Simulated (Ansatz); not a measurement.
# TaSnO3 (Pm-3m): from the cell to its phonons

Task: relax TaSnO3 (Pm-3m), then find its harmonic phonons.

Main program and level: Ansatz 0.2.0; DFT PBEsol, scalar-relativistic, plane waves, PAW; PAW set soft_1.

## 1. The structure

Symmetry: Pm-3m, No. 221, cubic system. The conventional cell has a = 3.880 Å, b = 3.880 Å, c = 3.880 Å, α = 90.00°, β = 90.00°, γ = 90.00°. Nearest to Ta lie 6 O at 1.94 Å. Nearest to Sn lie 12 O at 2.74 Å. O has 2 Ta at 1.94 Å nearest. Farther neighbours and most contacts between anions are not listed.

## 2. Rough relaxation

The start is far from rest, so a relaxation with loose tolerances brings it close first.

input.yaml reads:

```yaml
crystal:
  lattice:
    - [3.88, 0.0, 0.0]
    - [0.0, 3.88, 0.0]
    - [0.0, 0.0, 3.88]
  atoms:
    - { symbol: Ta, position: [0.5, 0.5, 0.5] }
    - { symbol: Sn, position: [0.0, 0.0, 0.0] }
    - { symbol: O, position: [0.0, 0.5, 0.5] }
    - { symbol: O, position: [0.5, 0.0, 0.5] }
    - { symbol: O, position: [0.5, 0.5, 0.0] }
kpoints:
  mp_grid: { grid: [6, 6, 6] }
hamiltonian:
  xc: pbesol
  pseudopotentials: { kind: paw, azcp: { folder: soft_1 }, xc_functional: pbe }
scf:
  occupations: { method: gaussian, width: 0.1 }
output:
  forces: true
  stress: true
  eigenvalues: true
relax:
  adjacent_minimum: "off"
  f_tol: 0.05
  max_steps: 80
  cell: { stress_tol: 0.5 }
```

On the command line:

```console
$ ansatz run input.yaml --threads 4 --pin off --max-ram 10240MiB --backend cpu --events-out ev --progress --plain --runs-dir out
```

Numbers of over 12 decimals in the logs are rounded to 6 here.

The program printed:

```text
The last accepted step is kept in <dir> (removed where the run ends without a failure and the disk answers)
Engine: ansatz 0.2.0, aarch64-unknown-linux-gnu
Pseudopotentials: kind: paw
Pseudopotential: Ta, paw, valence charge 13, recommended cutoff 420 eV (normal), soft_1/Ta.paw.azcp
Pseudopotential: Sn, paw, valence charge 14, recommended cutoff 420 eV (normal), soft_1/Sn.paw.azcp
[...]
cell:  # Å, volume = 65.2073 Å³
    - [4.024996, 0, 0]
    - [0, 4.024996, 0.0]
    - [0, 0.0, 4.024996]
  atoms:
    - { symbol: Ta, position: [0.500000, 0.500000, 0.500000] }
    - { symbol: Sn, position: [0, 0, 0] }
    - { symbol: O, position: [0, 0.500000, 0.500000] }
    - { symbol: O, position: [0.500000, 0, 0.500000] }
    - { symbol: O, position: [0.500000, 0.500000, 0] }
[key lines of the parts left out:]
SCF converged after 6 iterations
Free energy (F): -17442.198944 eV
Fermi energy:    13.711527 eV
P = ⅓ Tr σ = 0.0296 GPa (0.296 kbar)
```

The job ended after 5.5 s (4 threads of Arm Neoverse V1, shared host; peak memory 0.45 GiB; 19 s of CPU time).

This run has no spin polarisation although its electron count is odd.

The steps of the relaxation:

```
step  energy less that of the first step (eV)  largest force component (eV/Å)  pressure (GPa)  volume (Å³)
   1                                   0.0000                          0.0000           29.05        58.41
   2                                  -0.4975                          0.0000           -5.35        66.69
   3                                  -0.5287                          0.0000           -0.85        65.25
   4                                  -0.5300                          0.0000           -0.01        65.00
  5*                                  -0.5586                          0.0000            0.70        65.00
   6                                  -0.5586                          0.0000            0.03        65.21
  7*                                  -0.5588                          0.0000            0.03        65.21
```

Relaxation steps marked * repeat the geometry before them on a plane-wave basis chosen anew for their cell, so energy and pressure can jump there.

The run keeps the 48 symmetry operations that it works with, so distortions that break them were not tested.

```
conventional cell, symmetrised  before  after   change
                         a (Å)   3.880  4.025   +3.7 %
                         b (Å)   3.880  4.025   +3.7 %
                         c (Å)   3.880  4.025   +3.7 %
              volume (Å³/atom)   11.68  13.04  +11.6 %
```

The relaxed structure:

```cif
data_structure
_symmetry_space_group_name_H-M 'P 1'
_symmetry_Int_Tables_number 1
_cell_length_a 4.0250
_cell_length_b 4.0250
_cell_length_c 4.0250
_cell_angle_alpha 90.000
_cell_angle_beta 90.000
_cell_angle_gamma 90.000
_cell_volume 65.21
loop_
_atom_site_label
_atom_site_type_symbol
_atom_site_fract_x
_atom_site_fract_y
_atom_site_fract_z
_atom_site_occupancy
Ta1 Ta 0.50000 0.50000 0.50000 1
Sn2 Sn 0.00000 0.00000 0.00000 1
O3 O 0.00000 0.50000 0.50000 1
O4 O 0.50000 0.00000 0.50000 1
O5 O 0.50000 0.50000 0.00000 1
```

This step gave:

```
pressure          : 0.02959 GPa
volume per atom   : 13.04 Å³
gap on the k-mesh : 0 eV
```

In this step the volume went from 11.68 to 13.04 Å³/atom.

## 3. Relaxation

The cell and atoms are relaxed, since residual forces and stress would shift the frequencies.

input.yaml, the sections that differ from step 2:

```yaml
crystal:
  lattice:
    - [4.0249960529, 0.0, 0.0]
    - [0.0, 4.0249960529, 0.0]
    - [0.0, 0.0, 4.0249960529]
  atoms:
    - { symbol: Ta, position: [0.5, 0.5, 0.5] }
    - { symbol: Sn, position: [0.0, 0.0, 0.0] }
    - { symbol: O, position: [0.0, 0.5, 0.5] }
    - { symbol: O, position: [0.5, 0.0, 0.5] }
    - { symbol: O, position: [0.5, 0.5, 0.0] }
kpoints:
  mp_grid: { grid: [10, 10, 10] }
relax:
  adjacent_minimum: "off"
  f_tol: 0.005
  max_steps: 80
  cell: { stress_tol: 0.05 }
# hamiltonian, scf, output: as in step 2
```

The program printed:

```text
[...]
Crystal: 5 atoms, lattice volume = 65.207 Å³
Basis set: ecut = 420 eV, 1309 PW (Γ), exchange–correlation on 54×54×54 points (8 copies of the dense FFT grid, shifted against one another)
Bands: 28, of which v1, the nominal top of the filled ones, is band 23 counted from 1 (22 counted from 0)
Symmetry: 48 space group operations
[...]
k-points: 56 of 1000
[...]
--- Relaxed structure (3 steps of the walk, 3 accepted, 1 SCFs on fresh bases) ---
[...]
cell:  # Å, volume = 65.1578 Å³
    - [4.023978, 0, 0]
    - [0, 4.023978, 0.0]
    - [0, 0.0, 4.023978]
  atoms:
    - { symbol: Ta, position: [0.5, 0.5, 0.5] }
    - { symbol: Sn, position: [0, 0, 0] }
    - { symbol: O, position: [0, 0.5, 0.5] }
    - { symbol: O, position: [0.5, 0, 0.5] }
    - { symbol: O, position: [0.5, 0.5, 0] }
[key lines of the parts left out:]
SCF converged after 6 iterations
Free energy (F): -17442.244007 eV
Fermi energy:    13.752584 eV
P = ⅓ Tr σ = -0.0032 GPa (-0.032 kbar)
```

The job ended after 7 s (4 threads; peak memory 0.5 GiB).

Little changed from the start: no atom moved by 0.005 Å and no cell edge by 0.1 %.

Numbers from this step:

```yaml
pressure: -0.003196 GPa
volume_per_atom: 13.03 Å³
```

In this step the volume went from 13.04 to 13.03 Å³/atom.

## 4. Relaxing to small forces for the phonons

Phonons need a cell at rest on their own settings, so the relaxation is repeated with tight tolerances on forces and stress on the k mesh and occupations of the first response run.

input.yaml, the sections that differ from step 3:

```yaml
crystal:
  lattice:
    - [4.0239775058, 0.0, 0.0]
    - [0.0, 4.0239775058, 0.0]
    - [0.0, 0.0, 4.0239775058]
  atoms:
    - { symbol: Ta, position: [0.5, 0.5, 0.5] }
    - { symbol: Sn, position: [0.0, 0.0, 0.0] }
    - { symbol: O, position: [0.0, 0.5, 0.5] }
    - { symbol: O, position: [0.5, 0.0, 0.5] }
    - { symbol: O, position: [0.5, 0.5, 0.0] }
kpoints:
  mp_grid: { grid: [12, 12, 12] }
scf:
  occupations: { method: methfessel_paxton, width: 0.2 }
relax:
  adjacent_minimum: "off"
  f_tol: 0.001
  max_steps: 60
  cell: { stress_tol: 0.01 }
# hamiltonian, output: as in step 3
```

The program printed:

```text
[...]
Crystal: 5 atoms, lattice volume = 65.158 Å³
Basis set: ecut = 420 eV, 1309 PW (Γ), exchange–correlation on 54×54×54 points (8 copies of the dense FFT grid, shifted against one another)
Bands: 28, of which v1, the nominal top of the filled ones, is band 23 counted from 1 (22 counted from 0)
Symmetry: 48 space group operations
[...]
k-points: 84 of 1728
[...]
--- Relaxed structure (2 steps of the walk, 2 accepted, 1 SCFs on fresh bases) ---
[...]
cell:  # Å, volume = 65.1676 Å³
    - [4.024180, 0, 0]
    - [0, 4.024180, 0.0]
    - [0.0, 0.0, 4.024180]
  atoms:
    - { symbol: Ta, position: [0.5, 0.5, 0.5] }
    - { symbol: Sn, position: [0, 0, 0] }
    - { symbol: O, position: [0, 0.5, 0.5] }
    - { symbol: O, position: [0.5, 0, 0.5] }
    - { symbol: O, position: [0.5, 0.5, 0] }
[key lines of the parts left out:]
SCF converged after 6 iterations
Free energy (F): -17442.229737 eV
Fermi energy:    13.743095 eV
P = ⅓ Tr σ = -0.0077 GPa (-0.077 kbar)
```

Wall time 8.2 s (4 threads); peak memory 0.53 GiB.

Little changed from the start: no atom moved by 0.005 Å and no cell edge by 0.1 %.

This step gave:

* pressure: -0.007672 GPa

The forces vanish by symmetry and the pressure is -0.008 GPa, within the tolerances set. The cell now holds 13.03 Å³/atom.

## 5. Zone-centre response

The zone centre comes first: it holds the modes that light can see, as far as symmetry allows. No field response is asked, since the mesh shows no gap.

input.yaml, the sections that differ from step 4:

```yaml
crystal:
  lattice:
    - [4.0241795564, 0.0, 0.0]
    - [0.0, 4.0241795564, 0.0]
    - [0.0, 0.0, 4.0241795564]
  atoms:
    - { symbol: Ta, position: [0.5, 0.5, 0.5] }
    - { symbol: Sn, position: [0.0, 0.0, 0.0] }
    - { symbol: O, position: [0.0, 0.5, 0.5] }
    - { symbol: O, position: [0.5, 0.0, 0.5] }
    - { symbol: O, position: [0.5, 0.5, 0.0] }
output:
  eigenvalues: true
phonons:
  method: dfpt
# kpoints, hamiltonian, scf: as in step 4
# relax: removed
```

The program printed:

```text
zone centre: on kpoints.mp_grid the ground state, and the responses unless they are solved on pairs of k-points, stand on 343 of the mesh's 1728 k-points, reduced under 8 symmetry operations, with k and −k counted as one. Each operation leaves every solved displacement unchanged or reverses it
[...]
Crystal: 5 atoms, lattice volume = 65.168 Å³
Basis set: ecut = 420 eV, 1309 PW (Γ), exchange–correlation on 54×54×54 points (8 copies of the dense FFT grid, shifted against one another)
Bands: 28, of which v1, the nominal top of the filled ones, is band 23 counted from 1 (22 counted from 0)
Symmetry: 48 space group operations
k-points: 343 of 1728 (irreducible under 8 space group operations)
[...]
SCF iter   1: F=—  HF=-17442.426539 eV  |F-HF|=—  |Δ(HF+E_count)|=         —  Δρ=4.77e-2  dr2=1.34e0  ethr=3.10e-3  ⟨swp⟩=5.4  Hψ=39413  notcnv=0
[...]
SCF iter  11: F=-17442.229737 eV  HF=-17442.229737 eV  |F-HF|=1.09e-11  |Δ(HF+E_count)|=  3.64e-12  S|Δr|=    0.00e0  Δρ=3.71e-8  dr2=7.29e-13  ethr=1.00e-12  ⟨swp⟩=7.3  Hψ=41417  notcnv=0
SCF 1 converged in 11 iterations: F = -17442.229737 eV  dr2 = 7.29e-13
[...]
DFPT response loops at Γ: preconditioner auto → Kerker (q_TF=auto, 2.565 Å⁻¹) (partly filled bands, converged f_vac=0.000); β = 1.00, the filter's whole step (`scf.mixing.beta` (0.50) is not read by the response loops under this deck's `scf.mixing.preconditioner`; to damp them name `kerker` or `kerker_dos`, under which they read `scf.mixing.beta`, and type it under 1.00, their step now; both keys bind the ground state too); Broyden in place of MSR1
SCF converged after 11 iterations
[...]
Free energy (F): -17442.229737 eV
[...]
Internal energy: -17442.220704 eV  (E = F + TS)
E sigma→0 (E₀):  -17442.227479 eV
Entropy (-TS):   -0.009033 eV (-1.807 meV/atom)
Fermi energy:    13.743095 eV
[...]
--- Band table (eV; the first three rows and the last of 343) ---
  k-point 0: bands = [... 19 lower, 9.3743, 9.3743, 9.3743, 12.9903, 12.9903, 12.9903, 17.1719, 17.1719, ... 1 higher]
  k-point 1: bands = [... 19 lower, 9.2000, 9.3470, 9.3470, 12.9959, 13.1845, 13.1845, 16.7157, 17.1210, ... 1 higher]
  k-point 2: bands = [... 19 lower, 9.0622, 9.3225, 9.3225, 13.0112, 13.6790, 13.6790, 15.8511, 16.9895, ... 1 higher]
  k-point 342: bands = [... 19 lower, 10.0415, 10.0415, 10.0415, 16.1275, 16.1275, 16.1275, 17.2395, 17.2395, ... 1 higher]
--- Phonons (Γ-DFPT): 4 representative perturbations + reference, on 343 of 1728 k-points (Σ response iterations 12) ---
  k mesh reduced under 8 symmetry operations, with k and −k counted as one. Each operation leaves every solved displacement unchanged or reverses it
  ASR residual: 7.642e-4 → 0.000e0 eV/Å²; symmetrization residual: 5.488e-6 eV/Å²
  ASR residual per site (eV/Å²): 7.64e-4 4.73e-6 4.80e-4 4.80e-4 4.80e-4
  Γ frequencies (cm⁻¹): -33.44 -33.44 -33.44 0.00 0.00 0.00 259.79 259.79 259.79 269.31 269.31 269.31 557.76 557.76 557.76
  non-analytic LO–TO correction: not included (Born effective charges unavailable; polar crystals: no LO–TO splitting at Γ)
```

The job ended after 94 s (4 threads; peak memory 2.1 GiB).

In the SCF lines HF is the Harris–Foulkes energy and dr2 the Hartree energy of the density residual, in eV; the loop may stop once dr2 is under the threshold and the program's other checks hold. Hψ counts applications of the Hamiltonian.

Numbers from this step:

```
sum-rule residual before enforcement                    : 7.64e-4 eV/Å²
point group                                             : m-3m
highest optical mode at the zone centre (no LO-TO term) : 557.8 cm⁻¹
lowest optical zone-centre mode                         : -33.44 cm⁻¹
```

Patterns of degenerate modes are one choice out of their space. The modes at Γ (shares of kinetic energy by element, %) (negative means imaginary):

```
mode  frequency (cm⁻¹)  symmetry  Ta %  Sn %  O %
   1             -33.4       T1u    19    64   17
   2             -33.4       T1u    19    64   17
   3             -33.4       T1u    19    64   17
   4               0.0  acoustic    52    34   14
   5               0.0  acoustic    52    34   14
   6               0.0  acoustic    52    34   14
   7             259.8       T1u    26     2   72
   8             259.8       T1u    26     2   72
   9             259.8       T1u    26     2   72
  10             269.3       T2u     0     0  100
  11             269.3       T2u     0     0  100
  12             269.3       T2u     0     0  100
  13             557.8       T1u     3     0   97
  14             557.8       T1u     3     0   97
  15             557.8       T1u     3     0   97
```

Displacements in mode 1 (-33.4 cm⁻¹), the largest set to 1:
```
Ta1  0.08 -0.44 -0.38
Sn2 -0.17  1.00  0.84
O3   0.10 -0.91 -0.77
O4   0.16 -0.57 -0.77
O5   0.16 -0.91 -0.48
```

Displacements in mode 14 (557.8 cm⁻¹), the largest set to 1:
```
Ta1  0.00 -0.01 -0.06
Sn2  0.00  0.00  0.00
O3   0.00 -0.02 -0.17
O4   0.00  0.12 -0.17
O5   0.00 -0.02  1.00
```

Before it was imposed, the acoustic sum rule was missed by 7.6e-4 eV/Å². Small misses are needed for a sound result but don't prove that mesh and cutoff are converged. The lowest optical mode is imaginary, 33.4i cm⁻¹, so the energy falls along it.

(Part 1 of 2 ends here.)

[Logs are printed without paths, hosts, clocks, repeated set-up lines and the standing remarks that a program may print on its own settings, such as how far it seeks lower states.]

[Hosts, paths, dates, database ids (printed as entryN), source tags and the programs' standing remarks are cut or masked in the printed files.]
